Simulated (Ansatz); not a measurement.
# Mg2Ir (hypothetical, Fm-3m): phonons against volume

Aim: how the vibrations of Mg2Ir (hypothetical) shift with volume, and the expansion that follows. The crystal structure is hypothetical: it was made by swapping elements on a known structure type.

Program: Ansatz 0.2.0. Level of theory: DFT PBE, scalar-relativistic, plane waves, PAW. Results are calculated unless marked as measured.

This is a report of a sequence of runs, with most program output left out.

## 1. The starting structure

Symmetry: Fm-3m, No. 225, cubic system. The conventional cell has a = 5.988 Å, b = 5.988 Å, c = 5.988 Å, α = 90.00°, β = 90.00°, γ = 90.00°. Nearest to Mg lie 4 Ir at 2.59 Å. Nearest to Ir lie 8 Mg at 2.59 Å. Farther neighbours are not listed.

## 2. Probe on a coarse mesh

Before spending time, one coarse run tells the gap and the pressure of the starting cell.

Contents of input.yaml:

```yaml
crystal:
  lattice:
    - [0.0, 2.9941, 2.9941]
    - [2.9941, 0.0, 2.9941]
    - [2.9941, 2.9941, 0.0]
  atoms:
    - { symbol: Mg, position: [0.75, 0.75, 0.75] }
    - { symbol: Mg, position: [0.25, 0.25, 0.25] }
    - { symbol: Ir, position: [0.0, 0.0, 0.0] }
kpoints:
  mp_grid: { grid: [6, 6, 6] }
hamiltonian:
  xc: pbe
scf:
  occupations: { method: gaussian, width: 0.1 }
output:
  forces: true
  stress: true
  eigenvalues: true
```

The run is started by

```sh
> ansatz run input.yaml --threads 4 --pin off --max-ram 8192MiB --backend cpu --events-out ev --progress --plain --runs-dir out
```

The job ended after 0.37 s (4 threads of Arm Neoverse V2, shared host; peak memory 0.3 GiB; 1 s of CPU time).

This step gave:

```
pressure          : 10.46 GPa
volume per atom   : 17.89 Å³
gap on the k-mesh : 0 eV
```

The start is under 10 GPa at this level and looks like a metal on this mesh.

## 3. A loose first relaxation

The start is far from rest, so a relaxation with loose thresholds first brings it near the minimum.

input.yaml, as its differences from that of step 2:

```diff
@@ -19 +19,6 @@
   eigenvalues: true
+relax:
+  adjacent_minimum: "off"
+  f_tol: 0.05
+  max_steps: 80
+  cell: { stress_tol: 0.5 }
```

It took 1.1 s on 4 threads; peak memory 0.32 GiB; 3.4 s of CPU time.

The steps of the relaxation:

```csv
step,energy less that of the first step (eV),largest force component (eV/Å),pressure (GPa),volume (Å³)
1,0.0000,0.0000,10.46,53.68
2,-0.1868,0.0000,-0.31,60.25
3*,-0.1874,0.0000,-0.30,60.25
```

Relaxation steps marked * repeat the geometry before them on a plane-wave basis chosen anew for their cell, so energy and pressure can jump there.

Forces are held to the 48 operations that the run works with; a distortion that breaks them can't arise in this run.

```csv
"conventional cell, symmetrised",before,after,change
a (Å),5.988,6.223,+3.9 %
b (Å),5.988,6.223,+3.9 %
c (Å),5.988,6.223,+3.9 %
volume (Å³/atom),17.89,20.08,+12.2 %
```

Final coordinates:

```cif
data_structure
_symmetry_space_group_name_H-M 'P 1'
_symmetry_Int_Tables_number 1
_cell_length_a 4.4004
_cell_length_b 4.4004
_cell_length_c 4.4004
_cell_angle_alpha 60.000
_cell_angle_beta 60.000
_cell_angle_gamma 60.000
_cell_volume 60.25
loop_
_atom_site_label
_atom_site_type_symbol
_atom_site_fract_x
_atom_site_fract_y
_atom_site_fract_z
_atom_site_occupancy
Mg1 Mg 0.75000 0.75000 0.75000 1
Mg2 Mg 0.25000 0.25000 0.25000 1
Ir3 Ir 0.00000 0.00000 0.00000 1
```

This step gave:

```yaml
pressure: -0.3039 GPa
volume_per_atom: 20.08 Å³
```

The relaxation ends with a pressure of -0.30 GPa.

## 4. Finding the static equilibrium

The vibrations must be taken about the equilibrium of this functional, not about the starting cell, so the structure is relaxed.

input.yaml, the sections that differ from step 3:

```yaml
crystal:
  lattice:
    - [0.0, 3.1115791948, 3.1115791948]
    - [3.1115791948, 0.0, 3.1115791948]
    - [3.1115791948, 3.1115791948, 0.0]
  atoms:
    - { symbol: Mg, position: [0.75, 0.75, 0.75] }
    - { symbol: Mg, position: [0.25, 0.25, 0.25] }
    - { symbol: Ir, position: [0.0, 0.0, 0.0] }
kpoints:
  mp_grid: { grid: [12, 12, 12] }
relax:
  adjacent_minimum: "off"
  f_tol: 0.005
  max_steps: 80
  cell: { stress_tol: 0.05 }
# hamiltonian, scf, output: as in step 3
```

The job ended after 4.3 s (4 threads; peak memory 0.41 GiB; 16 s of CPU time).

Step by step:

```csv
step,energy less that of the first step (eV),largest force component (eV/Å),pressure (GPa),volume (Å³)
1,0.0000,0.0000,-0.22,60.25
2,-0.0001,0.0000,0.08,60.01
3,-0.0001,0.0000,0.00,60.07
4*,-0.0001,0.0000,0.00,60.07
```

Relaxation steps marked * repeat the geometry before them on a plane-wave basis chosen anew for their cell, so energy and pressure can jump there.

Forces are held to the 48 operations that the run works with; a distortion that breaks them can't arise in this run.

```csv
"conventional cell, symmetrised",before,after,change
a (Å),6.223,6.217,-0.1 %
b (Å),6.223,6.217,-0.1 %
c (Å),6.223,6.217,-0.1 %
volume (Å³/atom),20.08,20.02,-0.3 %
```

Final coordinates:

```xyz
3
Lattice="0.0000 3.1084 3.1084 3.1084 0.0000 3.1084 3.1084 3.1084 0.0000" Properties=species:S:1:pos:R:3 pbc="T T T"
Mg    4.6626    4.6626    4.6626
Mg    1.5542    1.5542    1.5542
Ir    0.0000    0.0000    0.0000
```

Numbers from this step:

```yaml
pressure: 1.03e-4 GPa
volume_per_atom: 20.02 Å³
```

## 5. A run with changed settings

One run with other settings shows how much the ground state depends on them.

This step: DFT PBE, scalar-relativistic, plane waves, PAW; settings changed (Ansatz 0.2.0).

input.yaml, as its differences from that of step 4:

```diff
@@ -9,2 +9,3 @@
     - { symbol: Ir, position: [0.0, 0.0, 0.0] }
+  symmetry: { detect: false }
 kpoints:
@@ -15,6 +16,7 @@
   occupations: { method: gaussian, width: 0.1 }
+  mixing: { algorithm: msr1, beta: 0.5, ndim: 4 }
 output:
   forces: true
+  eigenvalues: true
   stress: true
-  eigenvalues: true
 relax:
```

Wall time 51 s (4 threads); peak memory 1.3 GiB.

The run was cut off at its time limit.

The program's message: “cancelled by the caller after 1 completed SCF iterations”

## 6. Tight relaxation

The relaxation is repeated with tighter thresholds on force and stress, since phonons are sensitive to what is left; a change of mesh or smearing in the input moves the cell too.

This step: DFT PBE, scalar-relativistic, plane waves, PAW (Ansatz 0.2.0).

Contents of input.yaml:

```yaml
crystal:
  lattice:
    - [0.0, 3.1084240918, 3.1084240918]
    - [3.1084240918, 0.0, 3.1084240918]
    - [3.1084240918, 3.1084240918, 0.0]
  atoms:
    - { symbol: Mg, position: [0.75, 0.75, 0.75] }
    - { symbol: Mg, position: [0.25, 0.25, 0.25] }
    - { symbol: Ir, position: [0.0, 0.0, 0.0] }
kpoints:
  mp_grid: { grid: [12, 12, 12] }
hamiltonian:
  xc: pbe
scf:
  occupations: { method: methfessel_paxton, width: 0.15 }
output:
  forces: true
  stress: true
  eigenvalues: true
relax:
  adjacent_minimum: "off"
  f_tol: 0.001
  max_steps: 60
  cell: { stress_tol: 0.01 }
```

It took 3 s on 4 threads; peak memory 0.41 GiB.

Little changed from the start: no atom moved by 0.005 Å and no cell edge by 0.1 %.

Numbers from this step:

| Item | Value |
| --- | --- |
| pressure | 0.003998 GPa |

The residual pressure is 0.0040 GPa, small enough for phonons.

## 7. A run with changed settings: basis.xc_grid = 3 and basis.ecutrho_ratio = 4

This step: DFT PBE, scalar-relativistic, plane waves, PAW; settings changed (Ansatz 0.2.0).

input.yaml, as its differences from that of step 6:

```diff
@@ -17,4 +17,4 @@
   forces: true
+  eigenvalues: true
   stress: true
-  eigenvalues: true
 relax:
@@ -24 +24,4 @@
   cell: { stress_tol: 0.01 }
+basis:
+  xc_grid: 3
+  ecutrho_ratio: 4
```

Wall time 3 s (4 threads); peak memory 0.43 GiB; 11 s of CPU time.

Little changed from the start: no atom moved by 0.005 Å and no cell edge by 0.1 %.

Numbers from this step:

```
pressure : 0.004016 GPa
```

## 8. Phonons, V/V0 1

The same q-mesh and k-mesh are kept at every volume, so that much of their error can cancel in the differences.

This step: DFT PBE, scalar-relativistic, plane waves, PAW (Ansatz 0.2.0).

Contents of input.yaml:

```yaml
crystal:
  lattice:
    - [0.0, 3.1082182293, 3.1082182293]
    - [3.1082182293, 0.0, 3.1082182293]
    - [3.1082182293, 3.1082182293, 0.0]
  atoms:
    - { symbol: Mg, position: [0.75, 0.75, 0.75] }
    - { symbol: Mg, position: [0.25, 0.25, 0.25] }
    - { symbol: Ir, position: [0.0, 0.0, 0.0] }
kpoints:
  mp_grid: { grid: [12, 12, 12] }
hamiltonian:
  xc: pbe
scf:
  occupations: { method: methfessel_paxton, width: 0.15 }
output:
  eigenvalues: true
phonons:
  method: dfpt
  qmesh: [4, 4, 4]
  temperatures: { t_max: 1000, t_step: 50 }
  qpath:
    path:
      - [[0.0, 0.0, 0.0], [0.5, 0.0, 0.5], [0.625, 0.25, 0.625]]
      - [[0.375, 0.375, 0.75], [0.0, 0.0, 0.0], [0.5, 0.5, 0.5], [0.5, 0.25, 0.75], [0.5, 0.0, 0.5]]
    npoints: 10
```

It took 6.9 min on 4 threads; peak memory 4.5 GiB; 27 min of CPU time.

Numbers from this step:

```
lowest frequency on the path             : 0 cm⁻¹
zero-point energy                        : 0.1010 eV/cell
point group                              : m-3m
highest frequency                        : 303.7 cm⁻¹
Debye temperature from the second moment : 370 K
```

No LO-TO term. The phonon branches at the labelled points (cm⁻¹):

```csv
point,branch 1,branch 2,branch 3,branch 4,branch 5,branch 6,branch 7,branch 8,branch 9
Γ,0,0,0,212,212,212,284,284,284
halfway,48,48,88,203,203,237,259,268,268
X,70,70,109,178,188,188,260,260,304
halfway,69,74,103,179,192,192,259,260,301
U,68,82,89,182,202,202,254,258,294
jump to K,68,82,89,182,202,202,254,258,294
halfway,48,53,88,203,231,234,243,255,276
Γ,0,0,0,212,212,212,284,284,284
halfway,41,41,79,219,219,221,257,268,268
L,54,54,96,228,232,232,242,246,246
halfway,64,68,92,201,203,231,236,262,277
W,76,84,84,178,188,231,231,270,291
halfway,73,73,99,178,187,204,252,264,298
X,70,70,109,178,188,188,260,260,304
```

Tetrahedra on 20 20 20, mean over bins of 5 cm⁻¹. The phonon density of states by wavenumber; read off at these points:

wavenumber (cm⁻¹), phonon density of states (1/cm⁻¹/cell) and a bar:
```
        2      0.000 
       18      0.002 #
       32      0.007 ##
       48      0.024 #######
       58      0.064 ###################
       68      0.083 ########################
       72      0.053 ################
       88      0.030 #########
       92      0.102 ##############################
      102      0.010 ###
      118      0.000 
      132      0.000 
      148      0.000 
      158      0.000 
      172      0.000 
      188      0.036 ###########
      202      0.063 ###################
      208      0.068 ####################
      218      0.055 ################
      232      0.042 ############
      248      0.062 ##################
      258      0.075 ######################
      262      0.096 ############################
      272      0.051 ###############
      288      0.026 ########
      302      0.003 #
```

Harmonic. Thermo, by row:

```csv
T (K),F_vib (meV/atom),S (J/mol-atom/K),C_V (J/mol-atom/K)
0,33.66,0,0
50,32.91,4.304,6.95
100,28.81,11.57,14.55
150,21,18.42,19
200,9.9,24.23,21.25
250,-3.95,29.11,22.46
300,-20.14,33.27,23.17
350,-38.34,36.88,23.62
400,-58.3,40.06,23.92
450,-79.8,42.89,24.12
500,-102.7,45.44,24.28
550,-126.8,47.76,24.39
600,-152.2,49.88,24.48
650,-178.5,51.84,24.55
700,-205.9,53.66,24.6
750,-234.1,55.36,24.64
800,-263.2,56.95,24.68
850,-293.1,58.45,24.71
900,-323.8,59.87,24.73
950,-355.2,61.2,24.75
1000,-387.2,62.47,24.77
```

The modes has structure finer than the step of the table below, so its rows give means over 10 cm⁻¹, whole bins alone (the curve runs from -10 to 322 cm⁻¹). Peaks (cm⁻¹: height): Ir 67.2: 0.0690, 94.4: 0.0820; Mg 211.2: 0.0638, 261.3: 0.0870.

Phonopy on the run's constants, 15x15x15 mesh, Gaussian sigma 2.4 cm⁻¹. Table of modes by wavenumber; means over each step; values in 1/cm⁻¹/cell:

```csv
wavenumber (cm⁻¹),Ir,Mg
0,6.7e-5,1.8e-5
10,5.4e-4,1.4e-4
20,0.00204,4.9e-4
30,0.00503,0.00115
40,0.0113,0.00239
50,0.0287,0.00521
60,0.0583,0.00882
70,0.0577,0.00709
80,0.0224,0.00236
90,0.0523,0.00310
100,0.0273,0.00130
110,0.00186,4.0e-5
120,2.0e-6,0
130,0,0
140,0,0
150,0,0
160,0,0
170,1.3e-6,3.2e-4
180,2.5e-4,0.0146
190,0.00162,0.0442
200,0.00438,0.0565
210,0.00636,0.0588
220,0.00444,0.0499
230,0.00377,0.0468
240,0.00211,0.0396
250,0.00264,0.0594
260,0.00377,0.0772
270,0.00193,0.0562
280,6.3e-4,0.0346
290,1.7e-4,0.0224
300,2.0e-5,0.00705
310,0,1.8e-4
```

No LO-TO term. The modes at Γ (shares of kinetic energy by element, %):

```csv
mode,frequency (cm⁻¹),symmetry,Mg %,Ir %
1,0.0,T1u,20,80
2,0.0,T1u,20,80
3,0.0,T1u,20,80
4,211.8,T1u,80,20
5,211.8,T1u,80,20
6,211.8,T1u,80,20
7,284.4,T2g,100,0
8,284.4,T2g,100,0
9,284.4,T2g,100,0
```

Displacements in mode 4 (211.8 cm⁻¹), the largest set to 1:
```
Mg1  1.00 -0.12 -0.12
Mg2  1.00 -0.12 -0.12
Ir3 -0.25  0.03  0.03
```

Displacements in mode 8 (284.4 cm⁻¹), the largest set to 1:
```
Mg1  1.00  0.00  0.00
Mg2 -1.00  0.00  0.00
Ir3  0.00  0.00  0.00
```

No mode is imaginary beyond numerical noise at the solved wavevectors.

## 9. A cell at another volume, V/V0 1.015

Symmetry fixes every atom, so a single point at the scaled cell gives the energy and pressure of this member.

The cell differs from the one that the last finished run ended in (a 4.396 → 4.418 Å, b 4.396 → 4.418 Å, c 4.396 → 4.418 Å).

input.yaml, the sections that differ from step 8:

```yaml
crystal:
  lattice:
    - [0.0, 3.1236822561, 3.1236822561]
    - [3.1236822561, 0.0, 3.1236822561]
    - [3.1236822561, 3.1236822561, 0.0]
  atoms:
    - { symbol: Mg, position: [0.75, 0.75, 0.75] }
    - { symbol: Mg, position: [0.25, 0.25, 0.25] }
    - { symbol: Ir, position: [0.0, 0.0, 0.0] }
output:
  forces: true
  stress: true
  eigenvalues: true
# kpoints, hamiltonian, scf: as in step 8
# phonons: removed
```

Wall time 1.1 s (4 threads); peak memory 0.38 GiB; 3.9 s of CPU time.

This step gave:

- pressure: -1.071 GPa
- volume per atom: 20.32 Å³

The run ends at a pressure of -1.07 GPa.

## 10. Phonons, V/V0 1.015

input.yaml, the sections that differ from step 9:

```yaml
output:
  eigenvalues: true
phonons:
  method: dfpt
  qmesh: [4, 4, 4]
  temperatures: { t_max: 1000, t_step: 50 }
  qpath:
    path:
      - [[0.0, 0.0, 0.0], [0.5, 0.0, 0.5], [0.625, 0.25, 0.625]]
      - [[0.375, 0.375, 0.75], [0.0, 0.0, 0.0], [0.5, 0.5, 0.5], [0.5, 0.25, 0.75], [0.5, 0.0, 0.5]]
    npoints: 10
# crystal, kpoints, hamiltonian, scf: as in step 9
```

Wall time 8 min (4 threads); peak memory 4.6 GiB; 31 min of CPU time.

No mode is imaginary beyond numerical noise at the solved wavevectors. The highest zone-centre mode (no LO–TO term) moved by -2.1 % for a volume change of +1.5 %.

## 11. Single point at a scaled cell, V/V0 0.985

The cell differs from the one that the last finished run ended in (a 4.418 → 4.374 Å, b 4.418 → 4.374 Å, c 4.418 → 4.374 Å).

input.yaml, the sections that differ from step 10:

```yaml
crystal:
  lattice:
    - [0.0, 3.0925987786, 3.0925987786]
    - [3.0925987786, 0.0, 3.0925987786]
    - [3.0925987786, 3.0925987786, 0.0]
  atoms:
    - { symbol: Mg, position: [0.75, 0.75, 0.75] }
    - { symbol: Mg, position: [0.25, 0.25, 0.25] }
    - { symbol: Ir, position: [0.0, 0.0, 0.0] }
output:
  forces: true
  stress: true
  eigenvalues: true
# kpoints, hamiltonian, scf: as in step 10
# phonons: removed
```

Elapsed: 1.1 s, on 4 threads; peak memory 0.38 GiB; 3.8 s of CPU time.

The run ends at a pressure of 1.16 GPa.

## 12. Lattice dynamics at this volume, V/V0 0.985

Phonons at this volume give one point of F(V, T); meshes stay fixed along the series.

input.yaml, the sections that differ from step 11:

```yaml
output:
  eigenvalues: true
phonons:
  method: dfpt
  qmesh: [4, 4, 4]
  temperatures: { t_max: 1000, t_step: 50 }
  qpath:
    path:
      - [[0.0, 0.0, 0.0], [0.5, 0.0, 0.5], [0.625, 0.25, 0.625]]
      - [[0.375, 0.375, 0.75], [0.0, 0.0, 0.0], [0.5, 0.5, 0.5], [0.5, 0.25, 0.75], [0.5, 0.0, 0.5]]
    npoints: 10
# crystal, kpoints, hamiltonian, scf: as in step 11
```

Elapsed: 7 min, on 4 threads; peak memory 4.5 GiB; 27 min of CPU time.

No LO-TO term. The phonon branches at the labelled points (cm⁻¹):

```csv
point,branch 1,branch 2,branch 3,branch 4,branch 5,branch 6,branch 7,branch 8,branch 9
Γ,0,0,0,218,218,218,291,291,291
halfway,48,48,89,208,208,243,265,275,275
X,69,69,111,184,193,193,268,268,311
halfway,69,74,104,184,196,198,266,268,308
U,68,82,90,187,206,208,262,265,301
jump to K,68,82,90,187,206,208,262,265,301
halfway,48,53,89,208,238,240,250,260,282
Γ,0,0,0,218,218,218,291,291,291
halfway,41,41,81,226,226,226,264,274,274
L,54,54,97,235,239,239,248,252,252
halfway,64,69,93,206,209,238,242,270,284
W,76,84,84,182,193,238,238,278,298
halfway,73,73,100,183,192,209,260,272,305
X,69,69,111,184,193,193,268,268,311
```

No mode is imaginary beyond numerical noise at the solved wavevectors. The highest zone-centre mode (no LO–TO term) moved by +2.2 % for a volume change of -1.5 %.

## 13. Single point at a scaled cell, V/V0 1.03

The cell differs from the one that the last finished run ended in (a 4.374 → 4.439 Å, b 4.374 → 4.439 Å, c 4.374 → 4.439 Å).

input.yaml, the sections that differ from step 12:

```yaml
crystal:
  lattice:
    - [0.0, 3.1389946687, 3.1389946687]
    - [3.1389946687, 0.0, 3.1389946687]
    - [3.1389946687, 3.1389946687, 0.0]
  atoms:
    - { symbol: Mg, position: [0.75, 0.75, 0.75] }
    - { symbol: Mg, position: [0.25, 0.25, 0.25] }
    - { symbol: Ir, position: [0.0, 0.0, 0.0] }
output:
  forces: true
  stress: true
  eigenvalues: true
# kpoints, hamiltonian, scf: as in step 12
# phonons: removed
```

It took 1.1 s on 4 threads; peak memory 0.38 GiB.

The run ends at a pressure of -2.06 GPa.

## 14. Lattice dynamics at this volume, V/V0 1.03

input.yaml, the sections that differ from step 13:

```yaml
output:
  eigenvalues: true
phonons:
  method: dfpt
  qmesh: [4, 4, 4]
  temperatures: { t_max: 1000, t_step: 50 }
  qpath:
    path:
      - [[0.0, 0.0, 0.0], [0.5, 0.0, 0.5], [0.625, 0.25, 0.625]]
      - [[0.375, 0.375, 0.75], [0.0, 0.0, 0.0], [0.5, 0.5, 0.5], [0.5, 0.25, 0.75], [0.5, 0.0, 0.5]]
    npoints: 10
# crystal, kpoints, hamiltonian, scf: as in step 13
```

It took 7.5 min on 4 threads; peak memory 4.6 GiB.

No LO-TO term. Phonon branches along the path, in cm⁻¹:

```csv
point,branch 1,branch 2,branch 3,branch 4,branch 5,branch 6,branch 7,branch 8,branch 9
Γ,0,0,0,200,200,200,272,272,272
halfway,48,48,84,192,192,226,246,255,255
X,70,70,105,169,179,179,246,246,290
halfway,70,74,99,170,182,183,244,246,287
U,68,81,87,173,191,192,240,244,281
jump to K,68,81,87,173,191,192,240,244,281
halfway,48,52,85,192,218,223,230,244,262
Γ,0,0,0,200,200,200,272,272,272
halfway,41,41,77,207,207,210,244,257,257
L,55,55,94,216,219,219,231,236,236
halfway,64,68,91,190,193,218,225,248,264
W,76,82,82,169,178,219,219,256,278
halfway,73,73,96,169,178,193,238,250,285
X,70,70,105,169,179,179,246,246,290
```

No mode is imaginary beyond numerical noise at the solved wavevectors. The highest zone-centre mode (no LO–TO term) moved by -4.2 % for a volume change of +3.0 %.

## 15. A cell at another volume, V/V0 0.97

The cell differs from the one that the last finished run ended in (a 4.439 → 4.351 Å, b 4.439 → 4.351 Å, c 4.439 → 4.351 Å).

input.yaml, the sections that differ from step 14:

```yaml
crystal:
  lattice:
    - [0.0, 3.0768199389, 3.0768199389]
    - [3.0768199389, 0.0, 3.0768199389]
    - [3.0768199389, 3.0768199389, 0.0]
  atoms:
    - { symbol: Mg, position: [0.75, 0.75, 0.75] }
    - { symbol: Mg, position: [0.25, 0.25, 0.25] }
    - { symbol: Ir, position: [0.0, 0.0, 0.0] }
output:
  forces: true
  stress: true
  eigenvalues: true
# kpoints, hamiltonian, scf: as in step 14
# phonons: removed
```

Run time: 0.93 s. Hardware: 4 threads; peak memory 0.38 GiB; 3.1 s of CPU time.

The run ends at a pressure of 2.42 GPa.

(Part 1 of 2 ends here.)

[Logs are printed without paths, hosts, clocks, repeated set-up lines and the standing remarks that a program may print on its own settings, such as how far it seeks lower states.]

[Hosts, paths, dates, database ids (printed as entryN), source tags and the programs' standing remarks are cut or masked in the printed files.]

[A step with changed settings may run another functional than the one named; its input shows which.]


